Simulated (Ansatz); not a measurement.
# Cs on Al(100): change of the work function, part 2 of 3

Wanted: Δφ(θ) for Cs/Al(100), starting from the hollow site.

Ansatz 0.2.0; plane-wave DFT, PBE, Ansatz PAW.

So far, work function, upper face (eV): step 2 (the clean slab) 4.29.

## (3) Adsorbate added, k-mesh 4×4×1, coverage 0.111 ML

System of this step: Cs/Al(100). The cell holds 37 atoms: 36 Al and 1 Cs. Its edges and angles: a = 8.591 Å, b = 8.591 Å, c = 27.253 Å, α = 90.0°, β = 90.0°, γ = 90.0°. Vacuum lies along c.

The clean slab as it ended is repeated in the plane and the adsorbate is set on one face; the cell's size fixes the coverage, and the k-mesh shrinks with it to keep the sampling density about even. Adsorbate and upper layers relax, since the dipole depends on the height.

input.yaml

```yaml
crystal:
  lattice:
    - [8.5913473914, 0.0, 0.0]
    - [0.0, 8.5913473914, 0.0]
    - [0.0, 0.0, 27.2534153413]
  atoms:
    - { symbol: Al, position: [0.1666666667, 0.1666666667, 0.33023384] }
    - { symbol: Al, position: [0.0, 0.0, 0.4045364539] }
    - { symbol: Al, position: [0.1666666667, 0.1666666667, 0.47826418] }
    - { symbol: Al, position: [0.0, 0.0, 0.5535412738] }
    - { symbol: Al, position: [0.1666666667, 0.5, 0.33023384] }
    - { symbol: Al, position: [0.0, 0.3333333333, 0.4045364539] }
    - { symbol: Al, position: [0.1666666667, 0.5, 0.47826418] }
    - { symbol: Al, position: [0.0, 0.3333333333, 0.5535412738] }
    - { symbol: Al, position: [0.1666666667, 0.8333333333, 0.33023384] }
    - { symbol: Al, position: [0.0, 0.6666666667, 0.4045364539] }
    - { symbol: Al, position: [0.1666666667, 0.8333333333, 0.47826418] }
    - { symbol: Al, position: [0.0, 0.6666666667, 0.5535412738] }
    - { symbol: Al, position: [0.5, 0.1666666667, 0.33023384] }
    - { symbol: Al, position: [0.3333333333, 0.0, 0.4045364539] }
    - { symbol: Al, position: [0.5, 0.1666666667, 0.47826418] }
    - { symbol: Al, position: [0.3333333333, 0.0, 0.5535412738] }
    - { symbol: Al, position: [0.5, 0.5, 0.33023384] }
    - { symbol: Al, position: [0.3333333333, 0.3333333333, 0.4045364539] }
    - { symbol: Al, position: [0.5, 0.5, 0.47826418] }
    - { symbol: Al, position: [0.3333333333, 0.3333333333, 0.5535412738] }
    - { symbol: Al, position: [0.5, 0.8333333333, 0.33023384] }
    - { symbol: Al, position: [0.3333333333, 0.6666666667, 0.4045364539] }
    - { symbol: Al, position: [0.5, 0.8333333333, 0.47826418] }
    - { symbol: Al, position: [0.3333333333, 0.6666666667, 0.5535412738] }
    - { symbol: Al, position: [0.8333333333, 0.1666666667, 0.33023384] }
    - { symbol: Al, position: [0.6666666667, 0.0, 0.4045364539] }
    - { symbol: Al, position: [0.8333333333, 0.1666666667, 0.47826418] }
    - { symbol: Al, position: [0.6666666667, 0.0, 0.5535412738] }
    - { symbol: Al, position: [0.8333333333, 0.5, 0.33023384] }
    - { symbol: Al, position: [0.6666666667, 0.3333333333, 0.4045364539] }
    - { symbol: Al, position: [0.8333333333, 0.5, 0.47826418] }
    - { symbol: Al, position: [0.6666666667, 0.3333333333, 0.5535412738] }
    - { symbol: Al, position: [0.8333333333, 0.8333333333, 0.33023384] }
    - { symbol: Al, position: [0.6666666667, 0.6666666667, 0.4045364539] }
    - { symbol: Al, position: [0.8333333333, 0.8333333333, 0.47826418] }
    - { symbol: Al, position: [0.6666666667, 0.6666666667, 0.5535412738] }
    - { symbol: Cs, position: [0.1666666667, 0.1666666667, 0.66976616] }
kpoints:
  mp_grid: { grid: [4, 4, 1] }
hamiltonian:
  xc: pbe
scf:
  occupations: { method: fermi_dirac, width: 0.1 }
  convergence: { dr2_threshold: 1.0e-08 }
efield:
  axis: 3
  dipole_correction: true
  ramp_position: 0.97
  ramp_width: 0.06
relax:
  f_tol: 0.02
  max_steps: 60
  constraints:
    - { sites: [0, 1, 4, 5, 8, 9, 12, 13, 16, 17, 20, 21, 24, 25, 28, 29, 32, 33] }
output:
  write_potential: true
  write_density: true
  volumetric_format: npy
```

Command:

```
> ansatz run input.yaml --threads 2 --pin off --max-ram 4096MiB --backend cpu --events-out ev --progress --plain --runs-dir out
```

Output:

```text
[...]
Crystal: 37 atoms, lattice volume = 2011.609 Å³
Basis set: ecut = 420 eV, 39379 PW (Γ), exchange–correlation on 120×120×384 points (8 copies of the dense FFT grid, shifted against one another)
Bands: 96, of which v1, the nominal top of the filled ones, is band 59 counted from 1 (58 counted from 0)
Symmetry: 8 space group operations
[...]
k-points: 6 of 16
[...]
SCF iter   1: F=—  HF=-25013.448278 eV  |F-HF|=—  |Δ(HF+E_count)|=         —  Δρ=1.14e-3  dr2=3.94e-1  ethr=1.77e-3  p=1.011 e·Å  D=9.10e-2 V/Å  ΔV_dip=-2.48 eV  dr2_dipole=9.28e-2  V_vac-E_F(+/−)=1.66/4.14 eV  ⟨swp⟩=17.7  Hψ=5473  notcnv=0  defer=8
[...]
SCF iter   8: F=-25013.449627 eV  HF=-25013.449627 eV  |F-HF|=5.37e-9  |Δ(HF+E_count)|=   6.65e-8  Δρ=3.19e-7  dr2=4.61e-9  ethr=8.55e-12  p=1.114 e·Å  D=1.00e-1 V/Å  ΔV_dip=-2.73 eV  dr2_dipole=1.60e-10  V_vac-E_F(+/−)=1.58/4.31 eV  ⟨swp⟩=10.8  Hψ=4033  notcnv=0
SCF 1 converged in 8 iterations: F = -25013.449627 eV  dr2 = 4.61e-9
[...]
relax step   1: F+E_penalty+E_count = -25013.44962704 eV  Δ(F+E_penalty+E_count) = +0.000e0 eV  max|allowed force component| = 9.494e-2 eV/Å  Δτ_max = 0.0000 Å  (8 SCF iters, accepted)
[...]
SCF iter   7: F=-25013.459101 eV  HF=-25013.459101 eV  |F-HF|=2.48e-8  |Δ(HF+E_count)|=   6.92e-8  Δρ=4.06e-7  dr2=5.85e-9  ethr=8.55e-12  p=1.098 e·Å  D=9.88e-2 V/Å  ΔV_dip=-2.69 eV  dr2_dipole=7.71e-12  V_vac-E_F(+/−)=1.62/4.31 eV  ⟨swp⟩=10.7  Hψ=4080  notcnv=0
SCF 2 converged in 7 iterations: F = -25013.459101 eV  dr2 = 5.85e-9
relax step   2: F+E_penalty+E_count = -25013.45910120 eV  Δ(F+E_penalty+E_count) = -9.474e-3 eV  max|allowed force component| = 1.827e-2 eV/Å  Δτ_max = 0.0454 Å  (7 SCF iters, accepted)
NSCF: frozen V_eff on 6 k-points
the band table was solved once a step of the walk had ended and its energy, with any forces and stress, was formed, with the checks that follow a solve (4271 applications of the Hamiltonian). They found nothing against the state; the energy, forces and stress were not computed again (output.eigenvalues in the input reference)
[...]
SCF converged after 7 iterations
Free energy (F): -25013.459101 eV
[...]
Internal energy: -25012.902309 eV  (E = F + TS)
E sigma→0 (E₀):  -25013.180705 eV
Entropy (-TS):   -0.556792 eV (-15.048 meV/atom)
Fermi energy:    0.522482 eV
Dipole field:    D = 0.098805 V/Å  (p = 1.098400 e·Å, saw-weighted, corrected)
Work function:   Φ+ = 1.6156 eV   Φ− = 4.3084 eV
[...]
--- Forces (eV/Å), atoms counted from 1 ---
  atom   1  Al     0.00000000     0.00000000    -0.05408710
  atom   2  Al    -0.01556399    -0.01556399     0.06545203
  atom   3  Al     0.00000000     0.00000000    -0.01217161
  atom   4  Al    -0.00027350    -0.00027350     0.01185809
  atom   5  Al     0.00000000     0.00694887    -0.06256589
  atom   6  Al    -0.01556399     0.01556399     0.06545203
  atom   7  Al     0.00000000     0.01437933    -0.01827358
  atom   8  Al    -0.00027350     0.00027350     0.01185809
  atom   9  Al     0.00000000    -0.00694887    -0.06256589
  atom  10  Al    -0.01032022     0.00000000     0.06974838
  atom  11  Al     0.00000000    -0.01437933    -0.01827358
  atom  12  Al     0.00558246     0.00000000     0.01213079
  atom  13  Al     0.00694887     0.00000000    -0.06256589
  atom  14  Al     0.01556399    -0.01556399     0.06545203
  atom  15  Al     0.01437933     0.00000000    -0.01827358
  atom  16  Al     0.00027350    -0.00027350     0.01185809
  atom  17  Al    -0.00083517    -0.00083517    -0.06425761
  atom  18  Al     0.01556399     0.01556399     0.06545203
  atom  19  Al     0.00647830     0.00647830    -0.01429463
  atom  20  Al     0.00027350     0.00027350     0.01185809
  atom  21  Al    -0.00083517     0.00083517    -0.06425761
  atom  22  Al     0.01032022     0.00000000     0.06974838
  atom  23  Al     0.00647830    -0.00647830    -0.01429463
  atom  24  Al    -0.00558246     0.00000000     0.01213079
  atom  25  Al    -0.00694887     0.00000000    -0.06256589
  atom  26  Al     0.00000000    -0.01032022     0.06974838
  atom  27  Al    -0.01437933     0.00000000    -0.01827358
  atom  28  Al     0.00000000     0.00558246     0.01213079
  atom  29  Al     0.00083517    -0.00083517    -0.06425761
  atom  30  Al     0.00000000     0.01032022     0.06974838
  atom  31  Al    -0.00647830     0.00647830    -0.01429463
  atom  32  Al     0.00000000    -0.00558246     0.01213079
  atom  33  Al     0.00083517     0.00083517    -0.06425761
  atom  34  Al     0.00000000     0.00000000     0.04677492
  atom  35  Al    -0.00647830    -0.00647830    -0.01429463
  atom  36  Al     0.00000000     0.00000000     0.00678253
  atom  37  Cs     0.00000000     0.00000000     0.01351294
  max |Σ_I F_I| component: 1.98e-6 eV/Å
--- Band table (eV; the first three rows and the last of 6) ---
  k-point 0: bands = [... 55 lower, 0.2454, 0.2598, 0.3119, 0.3119, 0.3297, 0.3366, 0.4341, 0.4393, ... 33 higher]
  k-point 1: bands = [... 55 lower, -0.0322, 0.4120, 0.4467, 0.7749, 0.7820, 0.9622, 0.9677, 1.0101, ... 33 higher]
  k-point 2: bands = [... 55 lower, -0.3825, 0.4370, 0.5111, 0.7163, 0.7779, 0.7779, 0.7986, 1.4844, ... 33 higher]
  k-point 5: bands = [... 55 lower, 0.8067, 0.8377, 0.8377, 0.9090, 0.9507, 0.9631, 0.9698, 0.9866, ... 33 higher]
--- Relaxed structure (2 steps of the walk, 2 accepted, 0 SCFs on fresh bases) ---
  F+E_penalty+E_count = -25013.45910120 eV   max|allowed force component| = 1.827e-2 eV/Å
  atoms:
    - { symbol: Al, position: [0.166667, 0.166667, 0.330234] }
    - { symbol: Al, position: [1.666666e-11, 1.666666e-11, 0.4045364539] }
    - { symbol: Al, position: [0.166667, 0.166667, 0.478204] }
    - { symbol: Al, position: [-0.00108918, -0.00108918, 0.552131] }
    - { symbol: Al, position: [0.166667, 0.500000, 0.330234] }
    - { symbol: Al, position: [1.666666e-11, 0.333333, 0.4045364539] }
    - { symbol: Al, position: [0.166667, 0.500279, 0.478464] }
    - { symbol: Al, position: [-0.00108918, 0.334423, 0.552131] }
    - { symbol: Al, position: [0.166667, 0.833333, 0.330234] }
    - { symbol: Al, position: [1.666666e-11, 0.666667, 0.4045364539] }
    - { symbol: Al, position: [0.166667, 0.833054, 0.478464] }
    - { symbol: Al, position: [-8.162616e-5, 0.666667, 0.553919] }
    - { symbol: Al, position: [0.500000, 0.166667, 0.330234] }
    - { symbol: Al, position: [0.333333, 1.666666e-11, 0.4045364539] }
    - { symbol: Al, position: [0.500279, 0.166667, 0.478464] }
    - { symbol: Al, position: [0.334423, -0.00108918, 0.552131] }
    - { symbol: Al, position: [0.500000, 0.500000, 0.330234] }
    - { symbol: Al, position: [0.333333, 0.333333, 0.4045364539] }
    - { symbol: Al, position: [0.500361, 0.500361, 0.478610] }
    - { symbol: Al, position: [0.334423, 0.334423, 0.552131] }
    - { symbol: Al, position: [0.500000, 0.833333, 0.330234] }
    - { symbol: Al, position: [0.333333, 0.666667, 0.4045364539] }
    - { symbol: Al, position: [0.500361, 0.832972, 0.478610] }
    - { symbol: Al, position: [0.333415, 0.666667, 0.553919] }
    - { symbol: Al, position: [0.833333, 0.166667, 0.330234] }
    - { symbol: Al, position: [0.666667, 1.666666e-11, 0.4045364539] }
    - { symbol: Al, position: [0.833054, 0.166667, 0.478464] }
    - { symbol: Al, position: [0.666667, -8.162616e-5, 0.553919] }
    - { symbol: Al, position: [0.833333, 0.500000, 0.330234] }
    - { symbol: Al, position: [0.666667, 0.333333, 0.4045364539] }
    - { symbol: Al, position: [0.832972, 0.500361, 0.478610] }
    - { symbol: Al, position: [0.666667, 0.333415, 0.553919] }
    - { symbol: Al, position: [0.833333, 0.833333, 0.330234] }
    - { symbol: Al, position: [0.666667, 0.666667, 0.4045364539] }
    - { symbol: Al, position: [0.832972, 0.832972, 0.478610] }
    - { symbol: Al, position: [0.666667, 0.666667, 0.553983] }
    - { symbol: Cs, position: [0.166667, 0.166667, 0.668101] }
```

Wall time 3.1 min (2 threads of Intel Xeon Platinum 8259CL at 2.50GHz (Skylake/Cascade Lake), shared host); peak memory 2.7 GiB; 5.9 min of CPU time.

The steps of the relaxation:

```csv
step,energy less that of the first step (eV),largest force component (eV/Å)
1,0.0000,0.0949
2,-0.0095,0.0183
```

The run keeps the 8 symmetry operations that the program found, so distortions that break them were not tested.

The atoms that moved most (Å):

```csv
atom,dx,dy,dz,length
Cs37,0.000,0.000,-0.045,0.045
Al4,-0.009,-0.009,-0.038,0.041
Al16,0.009,-0.009,-0.038,0.041
Al8,-0.009,0.009,-0.038,0.041
Al20,0.009,0.009,-0.038,0.041
Al36,0.000,0.000,0.012,0.012
Al31,-0.003,0.003,0.009,0.010
Al23,0.003,-0.003,0.009,0.010
```

Final coordinates:

```xyz
37
Lattice="8.5913 0.0000 0.0000 0.0000 8.5913 0.0000 0.0000 0.0000 27.2534" Properties=species:S:1:pos:R:3
Al    1.4319    1.4319    9.0000
Al    0.0000    0.0000   11.0250
Al    1.4319    1.4319   13.0327
Al   -0.0094   -0.0094   15.0475
Al    1.4319    4.2957    9.0000
Al    0.0000    2.8638   11.0250
Al    1.4319    4.2981   13.0398
Al   -0.0094    2.8731   15.0475
Al    1.4319    7.1595    9.0000
Al    0.0000    5.7276   11.0250
Al    1.4319    7.1571   13.0398
Al   -0.0007    5.7276   15.0962
Al    4.2957    1.4319    9.0000
Al    2.8638    0.0000   11.0250
Al    4.2981    1.4319   13.0398
Al    2.8731   -0.0094   15.0475
Al    4.2957    4.2957    9.0000
Al    2.8638    2.8638   11.0250
Al    4.2988    4.2988   13.0438
Al    2.8731    2.8731   15.0475
Al    4.2957    7.1595    9.0000
Al    2.8638    5.7276   11.0250
Al    4.2988    7.1564   13.0438
Al    2.8645    5.7276   15.0962
Al    7.1595    1.4319    9.0000
Al    5.7276    0.0000   11.0250
Al    7.1571    1.4319   13.0398
Al    5.7276   -0.0007   15.0962
Al    7.1595    4.2957    9.0000
Al    5.7276    2.8638   11.0250
Al    7.1564    4.2988   13.0438
Al    5.7276    2.8645   15.0962
Al    7.1595    7.1595    9.0000
Al    5.7276    5.7276   11.0250
Al    7.1564    7.1564   13.0438
Al    5.7276    5.7276   15.0979
Cs    1.4319    1.4319   18.2080
```

Read from the output:

```
energy at zero smearing        : -25013.1807 eV
work function, upper face      : 1.616 eV
work function, lower face      : 4.308 eV
dipole along the normal        : 1.098 e·Å
step between the vacuum levels : -2.693 eV
```

Running mean over 2.025 Å of the planar mean; the ramp of the sawtooth is left out. The electron's electrostatic potential energy less the Fermi level by z:

```csv
z (Å),electron's electrostatic potential energy less the Fermi level (eV)
3.5,4.31
4.0,4.31
4.5,4.31
5.0,4.30
5.5,4.29
6.0,4.24
6.5,4.07
7.0,3.51
7.5,1.89
8.0,-0.511
8.5,-2.82
9.0,-4.17
9.5,-4.50
10.0,-4.55
10.5,-4.57
11.0,-4.57
11.5,-4.58
12.0,-4.59
12.5,-4.59
13.0,-4.57
13.5,-4.54
14.0,-4.53
14.5,-4.48
15.0,-4.25
15.5,-3.15
16.0,-1.09
16.5,0.875
17.0,1.90
17.5,1.69
18.0,1.13
18.5,0.859
19.0,0.947
19.5,1.21
20.0,1.47
20.5,1.58
21.0,1.60
21.5,1.61
22.0,1.61
22.5,1.61
23.0,1.62
23.5,1.62
24.0,1.62
```

The relaxation took 2 steps and lowered the energy by 0.0095 eV; the largest force on the free atoms ends at 0.018 eV/Å.

The covered face has 1.62 eV, -2.68 eV against the clean one; the bare back face has moved by +0.01 eV, a measure of how thin the slab is.

[end of part 2 of 3]

[Long decimals in the printed logs are rounded to 6 places.]

[Logs are printed without paths, hosts, clocks, repeated set-up lines and the standing remarks that a program may print on its own settings, such as how far it seeks lower states.]

[Hosts, paths, dates, database ids (printed as entryN), source tags and the programs' standing remarks are cut or masked in the printed files.]

[Maps of the electrostatic potential energy from Ansatz leave out the sawtooth potential of an applied field or a dipole correction, so their vacuum need not be flat; planar profiles and work functions include it.]
